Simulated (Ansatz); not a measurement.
# What PdS2 monolayer (2H) distorts into, part 2 of 2

Aim: this structure of PdS2 monolayer (2H) is to be tested for unstable modes, and one is followed downhill.

Ansatz 0.2.0; DFT PBEsol, scalar-relativistic, plane waves, PAW.

So far, highest frequency on the path or at a solved wavevector (cm⁻¹): step 2 (response at finite wavevector) 484. Also lowest frequency on the path (cm⁻¹): step 2 -119.

## (6) Relaxing from the distorted cell

Starting from the lowest point found, all atoms and the cell are let go, so that strain and other modes of the same symmetry can join in.

input.yaml reads:

```yaml
crystal:
  lattice:
    - [3.8276359963, 0.0, 0.0]
    - [-1.9138179982, 3.3148300093, 0.0]
    - [0.0, 0.0, 30.0]
  atoms:
    - { symbol: Pd, position: [0.3260627545, 0.652125509, 0.3333333333] }
    - { symbol: S, position: [0.6787336505, 0.3574673009, 0.3679734375] }
    - { symbol: S, position: [0.6787336505, 0.3574673009, 0.2986932292] }
  periodic: [true, true, false]
kpoints:
  mp_grid: { grid: [12, 12, 1] }
hamiltonian:
  xc: pbesol
scf:
  occupations: { method: methfessel_paxton, width: 0.15 }
output:
  forces: true
  stress: true
  eigenvalues: true
relax:
  adjacent_minimum: "off"
  f_tol: 0.002
  max_steps: 120
  cell: { stress_2d_tol: 0.005 }
```

Run with:

```bash
$ ansatz run input.yaml --threads 8 --pin off --max-ram 14336MiB --backend cpu --events-out ev --progress --plain --runs-dir out
```

Numbers of over 12 decimals in the logs are rounded to 6 here.

Log:

```text
[...]
Crystal: 3 atoms, lattice volume = 380.639 Å³
Basis set: ecut = 420 eV, 7445 PW (Γ), exchange–correlation on 54×54×432 points (8 copies of the dense FFT grid, shifted against one another)
Bands: 19, of which v1, the nominal top of the filled ones, is band 15 counted from 1 (14 counted from 0)
Symmetry: 4 space group operations
[...]
k-points: 43 of 144 (time reversal used)
[...]
SCF iter   1: F=—  HF=-8676.291406 eV  |F-HF|=—  |Δ(HF+E_count)|=         —  Δρ=4.31e-3  dr2=9.58e-2  ethr=1.77e-3  ⟨swp⟩=12.0  Hψ=6882  notcnv=0
[...]
SCF iter   9: F=-8676.276749 eV  HF=-8676.276749 eV  |F-HF|=2.05e-9  |Δ(HF+E_count)|=   3.06e-9  S|Δr|=    0.00e0  Δρ=1.05e-7  dr2=2.92e-11  ethr=3.67e-12  ⟨swp⟩=2.8  Hψ=2980  notcnv=0
SCF 1 converged in 9 iterations: F = -8676.276749 eV  dr2 = 2.92e-11
[...]
relax step   1: F+E_penalty+E_count = -8676.27674858 eV  Δ(F+E_penalty+E_count) = +0.000e0 eV  max|allowed force component| = 4.983e-2 eV/Å  Δτ_max = 0.0000 Å  P = +0.322 N/m  Ω = 380.639 Å³  fix = [c, alpha, beta]  reactions: c -0.000 N/m  (9 SCF iters, dr2 threshold 1.00e-7 eV, accepted)
Crystal: 3 atoms, lattice volume = 381.633 Å³
Basis set: ecut = 420 eV, 7449 PW (Γ), exchange–correlation on 54×54×432 points (8 copies of the dense FFT grid, shifted against one another)
[...]
iter 1 solved again at ethr=1.61e-6 eV; its pass at ethr=3.10e-3 eV (dr2=4.83e-4 eV) is discarded
[...]
SCF iter   5: F=-8676.280513 eV  HF=-8676.280513 eV  |F-HF|=6.79e-9  |Δ(HF+E_count)|=   1.78e-7  S|Δr|=    0.00e0  Δρ=2.09e-6  dr2=1.07e-8  ethr=1.00e-9  ⟨swp⟩=7.0  Hψ=4307  notcnv=0
SCF 2 converged in 5 iterations: F = -8676.280513 eV  dr2 = 1.07e-8
relax step   2: F+E_penalty+E_count = -8676.28051331 eV  Δ(F+E_penalty+E_count) = -3.765e-3 eV  max|allowed force component| = 3.247e-3 eV/Å  Δτ_max = 0.0055 Å  P = +0.118 N/m  Ω = 381.633 Å³  energy of the carried Pulay correction = -1.763e-5 eV  fix = [c, alpha, beta]  reactions: c -0.000 N/m  (5 SCF iters, dr2 threshold 3.00e-7 eV, accepted)
Crystal: 3 atoms, lattice volume = 382.242 Å³
Basis set: ecut = 420 eV, 7509 PW (Γ), exchange–correlation on 54×54×432 points (8 copies of the dense FFT grid, shifted against one another)
[...]
SCF iter   5: F=-8676.283533 eV  HF=-8676.283533 eV  |F-HF|=2.13e-7  |Δ(HF+E_count)|=   4.32e-7  S|Δr|=    0.00e0  Δρ=4.10e-6  dr2=3.80e-8  ethr=1.00e-9  ⟨swp⟩=10.3  Hψ=5755  notcnv=0
SCF 3 converged in 5 iterations: F = -8676.283533 eV  dr2 = 3.80e-8
relax step   3: F+E_penalty+E_count = -8676.28353303 eV  Δ(F+E_penalty+E_count) = -3.020e-3 eV  max|allowed force component| = 2.144e-2 eV/Å  Δτ_max = 0.0156 Å  P = -0.055 N/m  Ω = 382.242 Å³  energy of the carried Pulay correction = -2.842e-5 eV  fix = [c, alpha, beta]  reactions: c -0.000 N/m  (5 SCF iters, dr2 threshold 3.00e-7 eV, accepted)
[...]
relax step   4: F+E_penalty+E_count = -8676.28361884 eV  Δ(F+E_penalty+E_count) = -8.581e-5 eV  max|allowed force component| = 1.420e-2 eV/Å  Δτ_max = 0.0029 Å  P = -0.011 N/m  Ω = 382.031 Å³  energy of the carried Pulay correction = -2.468e-5 eV  fix = [c, alpha, beta]  reactions: c +0.000 N/m  (5 SCF iters, dr2 threshold 2.87e-8 eV, accepted)
[...]
relax step   5: F+E_penalty+E_count = -8676.28367175 eV  Δ(F+E_penalty+E_count) = -5.291e-5 eV  max|allowed force component| = 2.640e-3 eV/Å  Δτ_max = 0.0046 Å  P = +0.014 N/m  Ω = 382.051 Å³  energy of the carried Pulay correction = -2.503e-5 eV  fix = [c, alpha, beta]  reactions: c +0.000 N/m  (5 SCF iters, dr2 threshold 1.26e-8 eV, accepted)
[...]
relax step   6: F+E_penalty+E_count = -8676.28367457 eV  Δ(F+E_penalty+E_count) = -2.824e-6 eV  max|allowed force component| = 1.731e-3 eV/Å  Δτ_max = 0.0011 Å  P = +0.001 N/m  Ω = 382.259 Å³  energy of the carried Pulay correction = -2.871e-5 eV  fix = [c, alpha, beta]  reactions: c +0.000 N/m  (6 SCF iters, dr2 threshold 8.72e-10 eV, accepted)
[...]
SCF iter   7: F=-8676.283721 eV  HF=-8676.283721 eV  |F-HF|=1.64e-11  |Δ(HF+E_count)|=  1.49e-10  S|Δr|=    0.00e0  Δρ=3.11e-9  dr2=3.90e-14  ethr=1.00e-12  ⟨swp⟩=5.9  Hψ=3392  notcnv=0
SCF 7 converged in 7 iterations: F = -8676.283721 eV  dr2 = 3.90e-14
relax step   7: F+E_penalty+E_count = -8676.28372074 eV  Δ(F+E_penalty+E_count) = -4.617e-5 eV  max|allowed force component| = 1.678e-3 eV/Å  Δτ_max = 0.0000 Å  P = +0.001 N/m  Ω = 382.259 Å³  fix = [c, alpha, beta]  reactions: c +0.000 N/m  stress off target by 7.98e-4 N/m on what of the cell is left free  SCF on the basis re-selected at this cell (its energy is not comparable with the rows above)  (7 SCF iters)
basis re-selected at this cell: Δ(F+E_penalty+E_count) = -4.617e-5 eV, ΔP = +0.000 N/m vs the last step (what re-selecting the basis moved, of the pressure what is left beyond the Pulay correction that the steps carried, after the strain that the cell walked since its last selection, with what the two solves' SCF thresholds leave and, on support functions, any second-order correction that the steps lacked; it is no m [...]
SCF converged after 7 iterations
[...]
Free energy (F): -8676.283721 eV
[...]
Internal energy: -8676.282969 eV  (E = F + TS)
E sigma→0 (E₀):  -8676.283533 eV
Entropy (-TS):   -0.000751 eV (-0.250 meV/atom)
Fermi energy:    -4.113200 eV
[...]
--- Forces (eV/Å), atoms counted from 1 ---
  atom   1  Pd     0.00000000    -0.00032891     0.00000000
  atom   2  S     -0.00000000     0.00016443     0.00167752
  atom   3  S     -0.00000000     0.00016443    -0.00167752
  max |Σ_I F_I| component: 3.69e-8 eV/Å
--- 2D stress c σ (N/m, compression-positive) ---
        0.000798       0.000000      -0.000000
        0.000000       0.000779      -0.000000
       -0.000000      -0.000000       0.000000
  P = ½ c Tr σ = 0.0008 N/m
--- Band table (eV; the first three rows and the last of 43) ---
  k-point 0: bands = [... 11 lower, -6.1894, -4.5036, -4.4966, -4.0044, -3.5724, -3.1045, -2.5195, -0.2891]
  k-point 1: bands = [... 11 lower, -6.2195, -4.6398, -4.6159, -4.3111, -3.5273, -3.0416, -2.1412, -0.2040]
  k-point 2: bands = [... 11 lower, -6.3243, -4.9631, -4.9100, -4.8857, -3.4084, -2.8599, -1.4108, 0.0421]
  k-point 42: bands = [... 11 lower, -7.6527, -7.2286, -5.9750, -5.9659, -3.7720, -1.7502, 1.4182, 1.4255]
--- Relaxed structure (6 steps of the walk, 6 accepted, 1 SCFs on fresh bases) ---
  F+E_penalty+E_count = -8676.28372074 eV   max|allowed force component| = 1.678e-3 eV/Å   (the final SCF, on the basis selected at the relaxed cell)
  cell:  # Å, volume = 382.2589 Å³
    - [3.898404, 2.940126995156257e-11, 0]
    - [-1.949202, 3.268508, 0]
    - [0, 0, 30.0]
  atoms:
    - { symbol: Pd, position: [0.321588, 0.643177, 0.333333] }
    - { symbol: S, position: [0.680971, 0.361942, 0.367937] }
    - { symbol: S, position: [0.680971, 0.361942, 0.298730] }
```

It took 28 s on 8 threads of Arm Neoverse V2, shared host; peak memory 0.96 GiB; 3.6 min of CPU time.

Relaxation path:

```csv
step,energy less that of the first step (eV),largest force component (eV/Å),volume (Å³)
1,0.0000,0.0498,380.64
2,-0.0038,0.0032,381.63
3,-0.0068,0.0214,382.24
4,-0.0069,0.0142,382.03
5,-0.0069,0.0026,382.05
6,-0.0069,0.0017,382.26
7*,-0.0070,0.0017,382.26
```

Relaxation steps marked * repeat the geometry before them on a plane-wave basis chosen anew for their cell, so energy and pressure can jump there.

Forces are held to the 4 operations that the run works with; a distortion that breaks them can't arise in this run.

```csv
cell as run,before,after,change
a (Å),3.828,3.898,+1.8 %
b (Å),3.828,3.806,-0.6 %
γ (°),120.00,120.81,+0.7 %
```

The atoms that moved most (Å, along periodic axes as changes of fractional coordinates times the final cell, across vacuum about the mean position):

```csv
atom,dx,dy,dz,length
Pd1,0.000,-0.029,0.000,0.029
S2,0.000,0.015,-0.001,0.015
S3,0.000,0.015,0.001,0.015
```

Final coordinates:

```cif
data_structure
_symmetry_space_group_name_H-M 'P 1'
_symmetry_Int_Tables_number 1
_cell_length_a 3.8984
_cell_length_b 3.8056
_cell_length_c 30.0000
_cell_angle_alpha 90.000
_cell_angle_beta 90.000
_cell_angle_gamma 120.810
_cell_volume 382.26
loop_
_atom_site_label
_atom_site_type_symbol
_atom_site_fract_x
_atom_site_fract_y
_atom_site_fract_z
_atom_site_occupancy
Pd1 Pd 0.32159 0.64318 0.33333 1
S2 S 0.68097 0.36194 0.36794 1
S3 S 0.68097 0.36194 0.29873 1
```

This step gave:

```yaml
area_per_atom: 4.247 Å²
```

The distorted start has space group Amm2; the relaxation ends in Amm2.

## (7) The new phase in its own primitive cell

The relaxed structure is symmetrised, reduced to its primitive cell and relaxed tightly, as its phonons need.

input.yaml, the sections that differ from step 6:

```yaml
crystal:
  lattice:
    - [3.8984039654, 0.0, 0.0]
    - [-1.9492019827, 3.2685077578, 0.0]
    - [0.0, 0.0, 30.0]
  atoms:
    - { symbol: Pd, position: [0.3215884296, 0.6431768593, 0.3333333333] }
    - { symbol: S, position: [0.6809708129, 0.3619416258, 0.3679370151] }
    - { symbol: S, position: [0.6809708129, 0.3619416258, 0.2987296515] }
  periodic: [true, true, false]
kpoints:
  mp_grid: { grid: [14, 14, 1] }
relax:
  adjacent_minimum: "off"
  f_tol: 0.001
  max_steps: 60
  cell: { stress_2d_tol: 0.002 }
# hamiltonian, scf, output: as in step 6
```

Log:

```text
[...]
Crystal: 3 atoms, lattice volume = 382.259 Å³
Basis set: ecut = 420 eV, 7509 PW (Γ), exchange–correlation on 54×54×432 points (8 copies of the dense FFT grid, shifted against one another)
Bands: 19, of which v1, the nominal top of the filled ones, is band 15 counted from 1 (14 counted from 0)
Symmetry: 4 space group operations
[...]
k-points: 57 of 196 (time reversal used)
[...]
--- Relaxed structure (5 steps of the walk, 5 accepted, 1 SCFs on fresh bases) ---
[...]
cell:  # Å, volume = 382.2847 Å³
    - [3.898943, 0, 0]
    - [-1.949472, 3.268276, 0]
    - [0, 0, 30.0]
  atoms:
    - { symbol: Pd, position: [0.321329, 0.642659, 0.333333] }
    - { symbol: S, position: [0.681100, 0.362201, 0.367941] }
    - { symbol: S, position: [0.681100, 0.362201, 0.298726] }
[key lines of the parts left out:]
SCF converged after 7 iterations
Free energy (F): -8676.284077 eV
Fermi energy:    -4.109653 eV
P = ½ c Tr σ = 0.0000 N/m
```

It took 31 s on 8 threads; peak memory 1 GiB.

Little changed from the start: no atom moved by 0.005 Å and no cell edge by 0.1 %.

This step gave:

```
area per atom : 4.248 Å²
```

The largest force component left is 0.068 meV/Å, within the tolerances set.

## (8) Modes of the new phase, k-mesh 14×14×1

A relaxed structure may still be a saddle point, so its zone-centre modes are computed. No field response is asked, since the mesh shows no gap.

input.yaml, the sections that differ from step 7:

```yaml
crystal:
  lattice:
    - [3.8989432055, 0.0, 0.0]
    - [-1.9494716027, 3.2682762117, 0.0]
    - [0.0, 0.0, 30.0]
  atoms:
    - { symbol: Pd, position: [0.3213293927, 0.6426587854, 0.3333333333] }
    - { symbol: S, position: [0.6811003314, 0.3622006628, 0.3679405238] }
    - { symbol: S, position: [0.6811003314, 0.3622006628, 0.2987261429] }
  periodic: [true, true, false]
output:
  eigenvalues: true
phonons:
  method: dfpt
# kpoints, hamiltonian, scf: as in step 7
# relax: removed
```

Log:

```text
zone centre: on kpoints.mp_grid the ground state, and the responses unless they are solved on pairs of k-points, stand on 57 of the mesh's 196 k-points, reduced under 2 symmetry operations, with k and −k counted as one. Each operation leaves every solved displacement unchanged or reverses it
[...]
Crystal: 3 atoms, lattice volume = 382.285 Å³
Basis set: ecut = 420 eV, 7509 PW (Γ), exchange–correlation on 54×54×432 points (8 copies of the dense FFT grid, shifted against one another)
Bands: 19, of which v1, the nominal top of the filled ones, is band 15 counted from 1 (14 counted from 0)
Symmetry: 4 space group operations
k-points: 57 of 196 (irreducible under 2 space group operations, time reversal used)
[...]
SCF iter   1: F=—  HF=-8676.297171 eV  |F-HF|=—  |Δ(HF+E_count)|=         —  Δρ=4.25e-3  dr2=8.70e-2  ethr=1.77e-3  ⟨swp⟩=12.1  Hψ=9189  notcnv=0
[...]
SCF iter  10: F=-8676.284077 eV  HF=-8676.284077 eV  |F-HF|=1.31e-10  |Δ(HF+E_count)|=   1.68e-9  S|Δr|=    0.00e0  Δρ=2.64e-8  dr2=2.11e-12  ethr=1.00e-12  ⟨swp⟩=15.4  Hψ=8626  notcnv=0
SCF 1 converged in 10 iterations: F = -8676.284077 eV  dr2 = 2.11e-12
[...]
DFPT response loops at Γ: preconditioner auto → none (partly filled bands, converged f_vac=0.810); β = 0.50; Broyden in place of MSR1
SCF converged after 10 iterations
[...]
Free energy (F): -8676.284077 eV
[...]
Internal energy: -8676.283822 eV  (E = F + TS)
E sigma→0 (E₀):  -8676.284013 eV
Entropy (-TS):   -0.000255 eV (-0.085 meV/atom)
Fermi energy:    -4.109652 eV
[...]
--- Band table (eV; the first three rows and the last of 57) ---
  k-point 0: bands = [... 11 lower, -6.1904, -4.5116, -4.5028, -4.0077, -3.5648, -3.1053, -2.5157, -0.2891]
  k-point 1: bands = [... 11 lower, -6.2121, -4.6097, -4.5943, -4.2424, -3.5316, -3.0591, -2.2271, -0.2265]
  k-point 2: bands = [... 11 lower, -6.2858, -4.8688, -4.8184, -4.7141, -3.4411, -2.9238, -1.6239, -0.0433]
  k-point 56: bands = [... 11 lower, -7.6316, -7.2311, -5.9758, -5.9699, -3.7631, -1.7494, 1.2666, 1.4289]
--- Phonons (Γ-DFPT): 6 representative perturbations + reference, on 57 of 196 k-points (Σ response iterations 26) ---
  k mesh reduced under 2 symmetry operations, with k and −k counted as one. Each operation leaves every solved displacement unchanged or reverses it
  ASR residual: 7.891e-5 → 0.000e0 eV/Å²; symmetrization residual: 3.947e-5 eV/Å²
  ASR residual per site (eV/Å²): 7.89e-5 6.89e-5 6.89e-5
  Γ frequencies (cm⁻¹): 0.00 0.00 0.00 114.77 139.60 203.62 206.77 213.63 486.43
  non-analytic LO–TO correction: not included (Born effective charges unavailable; polar crystals: no LO–TO splitting at Γ)
```

Elapsed: 44 s, on 8 threads; peak memory 1.8 GiB.

Numbers from this step:

```yaml
sum_rule_residual_before_enforcement: 7.89e-5 eV/Å²
point_group: mm2
highest_optical_mode_at_the_zone_centre_no_lo_to_term: 486.4 cm⁻¹
lowest_optical_zone_centre_mode: 114.8 cm⁻¹
```

Patterns of degenerate modes are one choice out of their space. Modes at Γ, with each element's share of the kinetic energy:

```csv
mode,frequency (cm⁻¹),symmetry,Pd %,S %
1,0.0,acoustic,62,38
2,0.0,acoustic,62,38
3,0.0,acoustic,62,38
4,114.8,B1,14,86
5,139.6,A1,38,62
6,203.6,B1,24,76
7,206.8,A2,0,100
8,213.6,B2,38,62
9,486.4,A1,0,100
```

Displacements in mode 4 (114.8 cm⁻¹), the largest set to 1:
```
Pd1  0.00  0.00  0.36
S2   0.00 -1.00 -0.59
S3   0.00  1.00 -0.59
```

Displacements in mode 6 (203.6 cm⁻¹), the largest set to 1:
```
Pd1  0.00  0.00  0.60
S2   0.00  0.95 -1.00
S3   0.00 -0.95 -1.00
```

Before it was imposed, the acoustic sum rule was missed by 7.9e-5 eV/Å². Small misses are needed for a sound result but don't prove that mesh and cutoff are converged. The lowest optical mode is real, 115 cm⁻¹.

## (9) Results

* unstable mode of the parent: q = (0, 0, 0), 119i cm⁻¹
* depth at the lowest point sampled: 2.00 meV/atom
* largest atomic shift at that point: 0.08 Å
* space group reached (within 0.01 Å): Amm2
* energy gained over the parent (first relaxation, on the mesh of the frozen mode): 4.25 meV/atom
* area per atom, phase reached: 4.25 Å²
* lowest optical zone-centre mode, phase reached: 115 cm⁻¹
* highest optical mode at the zone centre (no LO-TO term), phase reached: 486 cm⁻¹

What this shows: Along this mode the structure falls into Amm2, 4.25 meV/atom below the parent. At the parent's cell the well is 1.997 meV/atom deep on the steps tried, with its lowest point at a shift of 0.08 Å. Relaxing atoms and cell changes the gain by +2.25 meV/atom against the lowest step (energies at zero smearing). The new phase has no imaginary mode at the zone centre of its cell; other wavevectors were not checked. Each path keeps the symmetry of its pattern, so a lower phase may lie along a pattern not tried. With no gap, or one that is small against the smearing, the frequencies hang on the k mesh and the smearing, most of all near Kohn anomalies. In a sheet or slab the interpolated bending branch near Γ is rough, since the rotational sum rule isn't imposed. A semilocal functional can close a gap that the real compound would have, so the metallic treatment may be an artefact of the level. A phonon run warned that its eigensolver left some bands unconverged in a pass. The starting cell was built on a prototype and not taken from a measurement.

[Logs are printed without paths, hosts, clocks, repeated set-up lines and the standing remarks that a program may print on its own settings, such as how far it seeks lower states.]

[Hosts, paths, dates, database ids (printed as entryN), source tags and the programs' standing remarks are cut or masked in the printed files.]
